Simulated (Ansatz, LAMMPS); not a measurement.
# Relaxing free surface of ionic liquid triethylsulfonium formate with water, from a frame at 440 K (81 atoms), part 3 of 3

Aim: bring free surface of ionic liquid triethylsulfonium formate with water, from a frame at 440 K (81 atoms) to a nearby minimum of the energy and see what moves.

Ansatz 0.2.0; Kohn-Sham DFT, RPBE+D3(BJ), PAW (set soft_2), plane waves.

The cell: 21 C, 3 S, 50 H and 7 O. The network of contacts between molecules at the start is that of the classical potential that made the cell. Only the Γ point is sampled, in a cell whose shortest periodic width is 9 Å.

So far. Step 4 (Relaxation): The relaxation changed the energy by -85.8 meV/atom, and atoms moved by 1.6 Å r.m.s., 3.5 Å at most.

### Step 6. Single point at the relaxed geometry

The electronic structure is read at the final geometry, in a run of its own.

Contents of input.yaml:

```yaml
crystal:
  lattice:
    - [8.82358, 0.0, 0.0]
    - [0.0, 8.82358, 0.0]
    - [0.0, 0.0, 21.67701]
  atoms:
    - { symbol: C, position: [0.91845, 0.12014, 0.29142] }
    - { symbol: C, position: [0.90324, 0.97498, 0.25393] }
    - { symbol: S, position: [0.74516, 0.86226, 0.28192] }
    - { symbol: C, position: [0.58128, 0.96826, 0.25469] }
    - { symbol: C, position: [0.4364, 0.88653, 0.27342] }
    - { symbol: C, position: [0.74734, 0.69854, 0.23084] }
    - { symbol: C, position: [0.70344, 0.55541, 0.26596] }
    - { symbol: H, position: [0.01986, 0.181, 0.27579] }
    - { symbol: H, position: [0.82148, 0.19604, 0.28462] }
    - { symbol: H, position: [0.93092, 0.09672, 0.34091] }
    - { symbol: H, position: [0.88168, 0.99614, 0.20481] }
    - { symbol: H, position: [0.00123, 0.89943, 0.25902] }
    - { symbol: H, position: [0.59683, 0.9802, 0.20462] }
    - { symbol: H, position: [0.59163, 0.07973, 0.27673] }
    - { symbol: H, position: [0.42574, 0.87833, 0.32379] }
    - { symbol: H, position: [0.43103, 0.77339, 0.25292] }
    - { symbol: H, position: [0.33893, 0.94834, 0.25451] }
    - { symbol: H, position: [0.66698, 0.72348, 0.19353] }
    - { symbol: H, position: [0.86466, 0.69263, 0.21336] }
    - { symbol: H, position: [0.78381, 0.5308, 0.30333] }
    - { symbol: H, position: [0.70501, 0.46006, 0.23337] }
    - { symbol: H, position: [0.58886, 0.56295, 0.28531] }
    - { symbol: C, position: [0.35496, 0.35838, 0.18542] }
    - { symbol: C, position: [0.19441, 0.34251, 0.16024] }
    - { symbol: S, position: [0.19203, 0.35777, 0.07648] }
    - { symbol: C, position: [0.9958, 0.30769, 0.06173] }
    - { symbol: C, position: [0.89729, 0.4488, 0.06842] }
    - { symbol: C, position: [0.29556, 0.18917, 0.05382] }
    - { symbol: C, position: [0.45668, 0.23434, 0.03641] }
    - { symbol: H, position: [0.4079, 0.46336, 0.16899] }
    - { symbol: H, position: [0.42567, 0.26108, 0.17276] }
    - { symbol: H, position: [0.34887, 0.36364, 0.23602] }
    - { symbol: H, position: [0.12346, 0.43726, 0.17576] }
    - { symbol: H, position: [0.14298, 0.23281, 0.1715] }
    - { symbol: H, position: [0.99868, 0.26479, 0.01436] }
    - { symbol: H, position: [0.96368, 0.21711, 0.09378] }
    - { symbol: H, position: [0.92747, 0.53344, 0.03353] }
    - { symbol: H, position: [0.77797, 0.41751, 0.06212] }
    - { symbol: H, position: [0.90912, 0.50117, 0.11404] }
    - { symbol: H, position: [0.28752, 0.10701, 0.09163] }
    - { symbol: H, position: [0.23251, 0.14808, 0.01347] }
    - { symbol: H, position: [0.4542, 0.3099, 0.99631] }
    - { symbol: H, position: [0.51654, 0.29085, 0.07421] }
    - { symbol: H, position: [0.52143, 0.13229, 0.02499] }
    - { symbol: C, position: [0.80198, 0.78976, 0.92139] }
    - { symbol: C, position: [0.63879, 0.84527, 0.9187] }
    - { symbol: S, position: [0.50988, 0.71372, 0.95716] }
    - { symbol: C, position: [0.35593, 0.84018, 0.97879] }
    - { symbol: C, position: [0.2178, 0.75235, 0.00044] }
    - { symbol: C, position: [0.42446, 0.61467, 0.89266] }
    - { symbol: C, position: [0.5398, 0.51423, 0.85994] }
    - { symbol: H, position: [0.87705, 0.87686, 0.90197] }
    - { symbol: H, position: [0.81833, 0.68403, 0.89572] }
    - { symbol: H, position: [0.83464, 0.77173, 0.96956] }
    - { symbol: H, position: [0.62541, 0.95016, 0.94496] }
    - { symbol: H, position: [0.59545, 0.86064, 0.87168] }
    - { symbol: H, position: [0.40683, 0.90557, 0.01626] }
    - { symbol: H, position: [0.33178, 0.91398, 0.93926] }
    - { symbol: H, position: [0.13429, 0.8352, 0.01655] }
    - { symbol: H, position: [0.16711, 0.6841, 0.96367] }
    - { symbol: H, position: [0.24699, 0.67839, 0.03914] }
    - { symbol: H, position: [0.37504, 0.70073, 0.86213] }
    - { symbol: H, position: [0.33363, 0.5446, 0.91306] }
    - { symbol: H, position: [0.47979, 0.44438, 0.82591] }
    - { symbol: H, position: [0.59578, 0.43753, 0.89265] }
    - { symbol: H, position: [0.62703, 0.57998, 0.83585] }
    - { symbol: O, position: [0.75065, 0.04519, 0.12709] }
    - { symbol: C, position: [0.751, 0.97711, 0.07599] }
    - { symbol: O, position: [0.65676, 0.87887, 0.05659] }
    - { symbol: H, position: [0.84453, 0.00643, 0.04296] }
    - { symbol: O, position: [0.20989, 0.89388, 0.1483] }
    - { symbol: C, position: [0.10292, 0.79854, 0.15323] }
    - { symbol: O, position: [0.09123, 0.69135, 0.19188] }
    - { symbol: H, position: [0.00674, 0.8119, 0.11979] }
    - { symbol: O, position: [0.18852, 0.37979, 0.9426] }
    - { symbol: C, position: [0.17316, 0.2638, 0.90826] }
    - { symbol: O, position: [0.13643, 0.13109, 0.92399] }
    - { symbol: H, position: [0.19586, 0.28268, 0.85747] }
    - { symbol: O, position: [0.47268, 0.71506, 0.13406] }
    - { symbol: H, position: [0.53634, 0.77983, 0.10715] }
    - { symbol: H, position: [0.38237, 0.77767, 0.14256] }
kpoints:
  mp_grid: { grid: [1, 1, 1] }
hamiltonian:
  xc: rpbe
  dispersion: d3bj
scf:
  occupations: { method: fixed }
output:
  forces: true
  populations: true
  dos:
    method: { smearing: { sigma: 0.15 } }
    de: 0.1
    projected: { site_lists: { C: [C], H: [H], O: [O], S: [S] } }
  eigenvalues: true
  write_density: true
  write_potential: true
  volumetric_format: npy
  elf: true
```

Run with:

```bash
> ansatz run input.yaml --threads 4 --pin off --max-ram 8192MiB --backend cpu --events-out ev --progress --plain --runs-dir out
```

Numbers of over 12 decimals in the logs are rounded to 6 here.

The program printed:

```text
[...]
Crystal: 81 atoms, lattice volume = 1687.676 Å³
Basis set: ecut = 420 eV, 32905 PW (Γ), exchange–correlation on 120×120×300 points (8 copies of the dense FFT grid, shifted against one another)
Bands: 178, of which v1, the nominal top of the filled ones, is band 97 counted from 1 (96 counted from 0)
Symmetry: 1 space group operations
[...]
k-points: 1
[...]
SCF iter   1: F=—  HF=-12816.645095 eV  |F-HF|=—  |Δ(HF+E_count)|=         —  Δρ=4.35e-3  dr2=5.27e-1  ethr=1.77e-3  ⟨swp⟩=5.0  Hψ=654  notcnv=0  defer=79
[...]
SCF iter  10: F=-12816.490446 eV  HF=-12816.490446 eV  |F-HF|=9.89e-9  |Δ(HF+E_count)|=   1.51e-8  Δρ=1.38e-6  dr2=2.86e-8  ethr=5.15e-11  ⟨swp⟩=10.0  Hψ=1050  notcnv=0
SCF 1 converged in 10 iterations: F = -12816.490446 eV  dr2 = 2.86e-8
[...]
WARN: The output density's exchange-correlation potential varies sharply where the density is thin. Do not read a vacuum level from v_tot or v_xc, or from such a field of the output density. On a cell that repeats whose density bears no net charge and no dipole along the vacuum's axis use v_es (v_loc + v_h of the components); [...]
SCF converged after 10 iterations
Free energy (F): -12816.490446 eV
[...]
Internal energy: -12816.490446 eV  (E = F + TS)
E sigma→0 (E₀):  -12816.490446 eV
Fermi energy:    -2.123889 eV
[...]
--- Forces (eV/Å), atoms counted from 1 ---
  atom   1  C      0.00164924    -0.00057786    -0.00078944
  atom   2  C     -0.00321214    -0.00436136     0.00583256
  atom   3  S      0.00230062     0.00111729    -0.00278302
  atom   4  C     -0.00543119    -0.00406631    -0.00116121
  atom   5  C      0.00185658     0.00209405    -0.00093988
  atom   6  C      0.01660292    -0.00258860    -0.00219511
  atom   7  C      0.00256757     0.00243701     0.00371824
  atom   8  H      0.00085575     0.00081467    -0.00364341
  atom   9  H     -0.00092284    -0.00049884     0.00120556
  atom  10  H     -0.00208407     0.00200514     0.00218985
  atom  11  H     -0.00038954     0.00143156    -0.00191810
  atom  12  H     -0.00066852    -0.00046310    -0.00031230
  atom  13  H      0.00037457     0.00341731     0.00225964
  atom  14  H      0.00070661     0.00200380    -0.00145342
[...]
atom  80  H      0.01112968     0.01114213    -0.01078145
  atom  81  H      0.00624203    -0.00448121    -0.00023399
  max |Σ_I F_I| component: 4.87e-5 eV/Å
--- Band table (eV) ---
[...]
--- Löwdin populations: 81 sites ---
  site symbol       q [e]
     0      C      4.4422
     1      C      4.3433
     2      S      5.2518
[...]
80      H      0.6237
  spilling = 0.014806 (of n_electrons = 194.000000)
```

Wall time 10 s (4 threads of Arm Neoverse V2, shared host); peak memory 1.3 GiB; 39 s of CPU time.

The program notes that the exchange-correlation potential is rough where the density is thin.

Numbers from this run:

```yaml
free_energy: -12816.4904 eV
free_energy_per_atom: -158.2283 eV/atom
scf_cycles: 10
r_m_s_force_component: 0.00544 eV/Å
longest_force: 0.03701 eV/Å
fermi_energy: -2.124 eV
spacing_of_highest_filled_and_lowest_empty_level: 3.275 eV
spilling_of_the_projection: 0.01481
```

Löwdin charges by element and coordination (they lack the spilled electrons, 0.035 e an atom on average):

```tsv
element	coordination	atoms	mean charge (e)	spread	least	most
C	all	21	-0.277	0.288	-0.450	0.423
C	3	3	0.420	0.0025	0.417	0.423
C	4	18	-0.393	0.0492	-0.450	-0.329
H	all	50	0.207	0.048	0.0725	0.376
O	all	7	-0.575	0.074	-0.755	-0.534
O	1	6	-0.545	0.0092	-0.561	-0.534
O	2	1	-0.755	0	-0.755	-0.755
S	all	3	0.793	0.0315	0.748	0.817
```

Density of states as counts of states in windows of 1 eV (from the Fermi level), total and the larger projections:

```tsv
from (eV)	to (eV)	total	C p	H s	O p	S p	C s
-18	-17	6.5	1.1	0.6	0.0	0.1	1.7
-17	-16	0.9	0.1	0.1	0.0	0.0	0.3
-16	-15	1.6	0.1	0.4	0.0	0.1	1.0
-15	-14	10.4	0.6	2.5	0.0	0.7	6.4
-14	-13	3.7	0.6	0.9	0.0	0.0	1.6
-13	-12	2.3	0.4	0.6	0.0	0.0	1.0
-12	-11	5.8	1.0	1.8	0.0	0.4	2.3
-11	-10	8.5	1.7	2.7	0.0	0.5	3.1
-10	-9	3.8	1.1	1.1	0.0	0.2	0.9
-9	-8	4.8	1.2	1.0	1.0	0.0	0.8
-8	-7	14.4	8.2	3.2	0.5	1.6	0.4
-7	-6	17.1	9.8	4.2	1.4	1.1	0.2
-6	-5	21.7	12.1	4.5	3.1	0.6	0.1
-5	-4	35.6	18.2	8.5	6.1	1.3	0.1
-4	-3	19.9	9.0	5.2	2.4	2.7	0.0
-3	-2	4.4	0.9	0.7	0.9	1.6	0.0
-2	-1	3.0	0.1	0.0	2.8	0.0	0.0
-1	0	16.0	0.3	1.0	14.3	0.0	0.1
0	1	1.0	0.0	0.1	0.8	0.0	0.0
1	3	0.0	0.0	0.0	0.0	0.0	0.0
3	4	10.9	1.9	1.5	0.0	2.3	1.2
4	5	17.0	3.2	2.5	0.6	2.0	1.2
```

With fixed occupations the program's Fermi level is the highest filled level; weight inside the gap is the broadening of levels at its edges.

Between -21 and -18 eV lie 13 more states.

The levels nearest the highest filled one (over half full), pooled over k-points and spins:

```tsv
level less the highest filled one (eV)	occupation
-0.498	2
-0.377	2
-0.191	2
-0.167	2
-0.143	2
0	2
3.27	0
3.42	0
3.50	0
3.68	0
3.87	0
4.02	0
```

Planar average of the electrostatic potential energy along the normal, with the Fermi level as zero, after a running mean with a triangular window 4 Å wide at its base:

```tsv
height (Å)	potential energy (eV)
0.0	0.63
0.6	0.44
1.3	0.21
1.9	0.38
2.5	0.72
3.0	1.00
3.8	1.05
4.3	0.70
4.9	0.26
5.5	-0.03
6.2	0.40
6.8	1.38
7.4	2.50
7.9	3.42
8.7	3.98
9.2	4.11
9.8	4.17
10.4	4.20
11.1	4.23
11.7	4.25
12.3	4.27
12.9	4.30
13.6	4.33
14.2	4.35
14.7	4.37
15.3	4.39
16.0	4.39
16.6	4.28
17.2	4.01
17.8	3.49
18.5	2.45
19.1	1.58
19.7	0.90
20.2	0.66
21.0	0.72
21.5	0.66
```

Valence density in the ca plane at fractional y = 0.701, with atoms of C and H and S and O within 0.2 Å of it. It is the smooth field of the valence electrons, not physical close to the nuclei.

Ten steps, logarithmic in the rise over the least value, from '0' (0.0 e/Å³) to '9' (6.5 e/Å³), each cell a mean:
```
00000001112332100000000000000000000000000000
00000000001233210000000000000000000000000000
00000000001355421000000000000000000000000000
00000000001367542100000000000000000000000000
00000000001367653210000000000000000000000000
00000000002467764321000000000000000000000000
00000000013567764321000000000000000000000000
00000000013666553210000000000000000000000000
10000001112454332110000000000000000000000000
31000122322222111100000000000000000000000000
42001245653110000000000000000000000000000000
42001368985210111000000000000000000000000000
31001369985211121100000000000000000000000000
31001258874101222100000000000000000000000000
21000135542100111100000000000000000000000000
22210112321000000000000000000000000000000000
44431001110000000000000000000000000000000000
66652000001100000000000000000000000000000000
66642000112221100000000000000000000000000000
65431001235654200000000000000000000000000000
43210012357886310000000000000000000000000000
21100012468997310000000000000000000000000000
10000012357986310000000000000000000000000000
00000012235654200000000000000000000000000000
```
Columns run along c (16.0 Å, from fractional 0.00 to 0.74 of the cell), rows up along a (8.8 Å). Atoms in or near the plane, at fractional coordinates: C at (0.23, 0.75), H at (0.19, 0.67), H at (0.21, 0.86), H at (0.04, 0.25), O at (0.19, 0.09), O at (0.13, 0.47).

Electrostatic potential energy in the ca plane at fractional y = 0.701, with atoms of C and H and S and O within 0.2 Å of it. With pseudopotentials it is smooth inside the atoms' cores, unlike the true potential.

Ten even steps from '0' (-15 eV) to '9' (3 eV), each cell a mean:
```
99999999999999999999999999999999999999999999
99999999999999999999999999999999999999999999
89999999999999999999999999999999999987678888
78899999999999999999999999999999999971046778
37889999999999999999999999999999999970025788
16789999999999999999999999999999999986456899
16789999999999999999999999999999999998878899
57889999999999999999999999999999999998888889
88899999999999999999999999999999999988876568
88999999999999999999999999999999999988741004
99999999999999999999999999999999999988610000
99999999999999999999999999999999999887500000
89999999999999999999999999999999998864310000
78999999999999999999999999999999997422231003
89999999999999999999999999999999986002465456
99999999999999999999999999999999987105788777
99999999999999999999999999999999998778898876
99999999999999999999999999999999999999999851
99999999999999999999999999999999999999998520
99999999999999999999999999999999999999997100
99999999999999999999999999999999999999997215
99999999999999999999999999999999999999999888
99999999999999999999999999999999999999999999
99999999999999999999999999999999999999999999
```
Columns run along c (16.0 Å, from fractional 0.26 to 1.00 of the cell; values clipped at the 3rd and 97th percentile), rows up along a (8.8 Å). Atoms in or near the plane, at fractional coordinates: S at (0.96, 0.51), H at (0.90, 0.82), H at (0.96, 0.17), H at (0.86, 0.38).

Mean Löwdin charges: C -0.28, H +0.21, O -0.57, S +0.79 e (they miss 1.5 % of the electrons, so they add up to more than the cell's charge). The potential slopes across the vacuum by 0.041 eV/Å: the slab bears a dipole, and with periodic images along the normal there is no flat vacuum level to read.

Local excerpt of 13 atoms (numbers count through the whole input) about S25, one of the 3 S atoms; x, y, z are measured from there.

```tsv
atom	x	y	z	distance (Å)	bonds	Löwdin charge (e)
S25	0.00	0.00	0.00	0.00	3	0.82
C28	0.91	-1.49	-0.49	1.81	4	-0.35
C26	-1.73	-0.44	-0.32	1.82	4	-0.34
C24	0.02	-0.13	1.82	1.82	4	-0.35
H35	-1.71	-0.82	-1.35	2.32	1	0.23
H41	0.36	-1.85	-1.37	2.33	1	0.23
H33	-0.61	0.70	2.15	2.34	1	0.23
H34	-0.43	-1.10	2.06	2.38	1	0.19
H40	0.84	-2.21	0.33	2.39	1	0.21
H36	-2.01	-1.24	0.38	2.40	1	0.21
C29	2.34	-1.09	-0.87	2.72	4	-0.43
C27	-2.60	0.80	-0.17	2.73	4	-0.44
C23	1.44	0.01	2.36	2.76	4	-0.45
```

The column of bonds counts only the pairs H-C within 1.34 Å, H-O within 1.21 Å, C-C within 1.85 Å, C-O within 1.68 Å, C-S within 2.21 Å; other neighbours, such as metal atoms beside each other in a compound, aren't counted, and periodic images can show an atom twice.

### Step 7. A run with a doubtful setting

A doubtful change is made on purpose, to see how the program answers.

This step: Kohn-Sham DFT, RPBE+D3(BJ), PAW (set soft_2), localised support functions (medium) (Ansatz 0.2.0).

Contents of input.yaml:

```yaml
crystal:
  lattice:
    - [8.82358, 0.0, 0.0]
    - [0.0, 8.82358, 0.0]
    - [0.0, 0.0, 21.67701]
  atoms:
    [... the 81 atom lines of step 3 ...]
kpoints:
  mp_grid: { grid: [1, 1, 1] }
hamiltonian:
  xc: rpbe
  dispersion: d3bj
scf:
  occupations: { method: fixed }
  eigensolver: { kind: { support_functions: { accuracy: medium, radius: 2.0 } } }
  mixing: { beta: 0.2 }
  max_iter: 100
output:
  forces: true
```

The program printed:

```text
Warning: scf.eigensolver.kind.support_functions: disabling space-group detection — the functions' gradient is summed over unrotated k-points, so no spatial operation reduces the k-mesh or symmetrises the density; time reversal is kept, so that k and −k are solved as one point where they differ and the mesh holds both, and exact exchange and, on two spinor components, a DFT+U term hold to it where the run has them: [...]
Warning: basis.ecutwfc = 464 eV, auto-derived: no grid that the accuracy of the support functions lays serves the files at the lower one that their records recommend; a deck with other species or settings can derive another value
settings of this run that can trade accuracy for cost: scf.eigensolver.kind.support_functions [...]
Engine: ansatz 0.2.0, aarch64-unknown-linux-gnu
Pseudopotentials: kind: paw
Pseudopotential: C, paw, valence charge 4, recommended cutoff 420 eV (normal), C.paw.azcp
Pseudopotential: S, paw, valence charge 6, recommended cutoff 420 eV (normal), S.paw.azcp
Pseudopotential: H, paw, valence charge 1, recommended cutoff 420 eV (normal), H.paw.azcp
Pseudopotential: O, paw, valence charge 6, recommended cutoff 420 eV (normal), O.paw.azcp
[... 5 lines on functional and potentials left out ...]
Error: SCF: the radius of support functions is under 3.44 Å, the least for these sites at the functions' level (scf.eigensolver.kind.support_functions.accuracy). Use scf.eigensolver.kind: auto, or type scf.eigensolver.kind.support_functions.radius at least as long, [...]
```

The job ended after 4.5 s (4 threads; peak memory 0.36 GiB; 13 s of CPU time).

The program refuses radii under 3.44 Å for these atoms at this level.

### Step 8. What came out

| Quantity | Value |
| --- | --- |
| energy change in the relaxation | -85.82 meV/atom |
| r.m.s. displacement | 1.628 Å |
| largest displacement | 3.515 Å |
| free energy per atom | -158.2283 eV/atom |
| r.m.s. force component | 0.00544 eV/Å |
| gap (highest filled to lowest empty level) | 3.275 eV |
| wall time of the 3 DFT runs | 7 min |

Relaxation lowers the energy by 85.8 meV/atom and moves atoms by 1.6 Å r.m.s.; the r.m.s. force component goes from 1.0 to 0.0054 eV/Å, and the gap from 1.40 to 3.27 eV. By the final cutoffs no bond was broken or made. First to last step the energy falls by 6.951 eV; the largest move, 3.51 Å, is that of O75. The C-S bonds change most in mean length: from 1.848 Å (spread 0.053) to 1.819 Å (spread 0.004). Counting bonds as in the table, 86 % of C atoms have 4, all H atoms have 1, 86 % of O atoms have 1 and all S atoms have 3 bonded neighbours. Between filled and empty levels lie 3.27 eV (at Γ alone); a semilocal functional tends to put such gaps too low.

What to keep in mind: The network of contacts between molecules at the start is that of the classical potential that made the cell; in DFT atoms moved by 1.6 Å r.m.s. The slab bears a dipole and has periodic images along its normal, so a spurious field crosses the vacuum.

[Logs are printed without paths, hosts, clocks, repeated set-up lines and the standing remarks that a program may print on its own settings, such as how far it seeks lower states.]

[Hosts, paths, dates, database ids (printed as entryN), source tags and the programs' standing remarks are cut or masked in the printed files.]
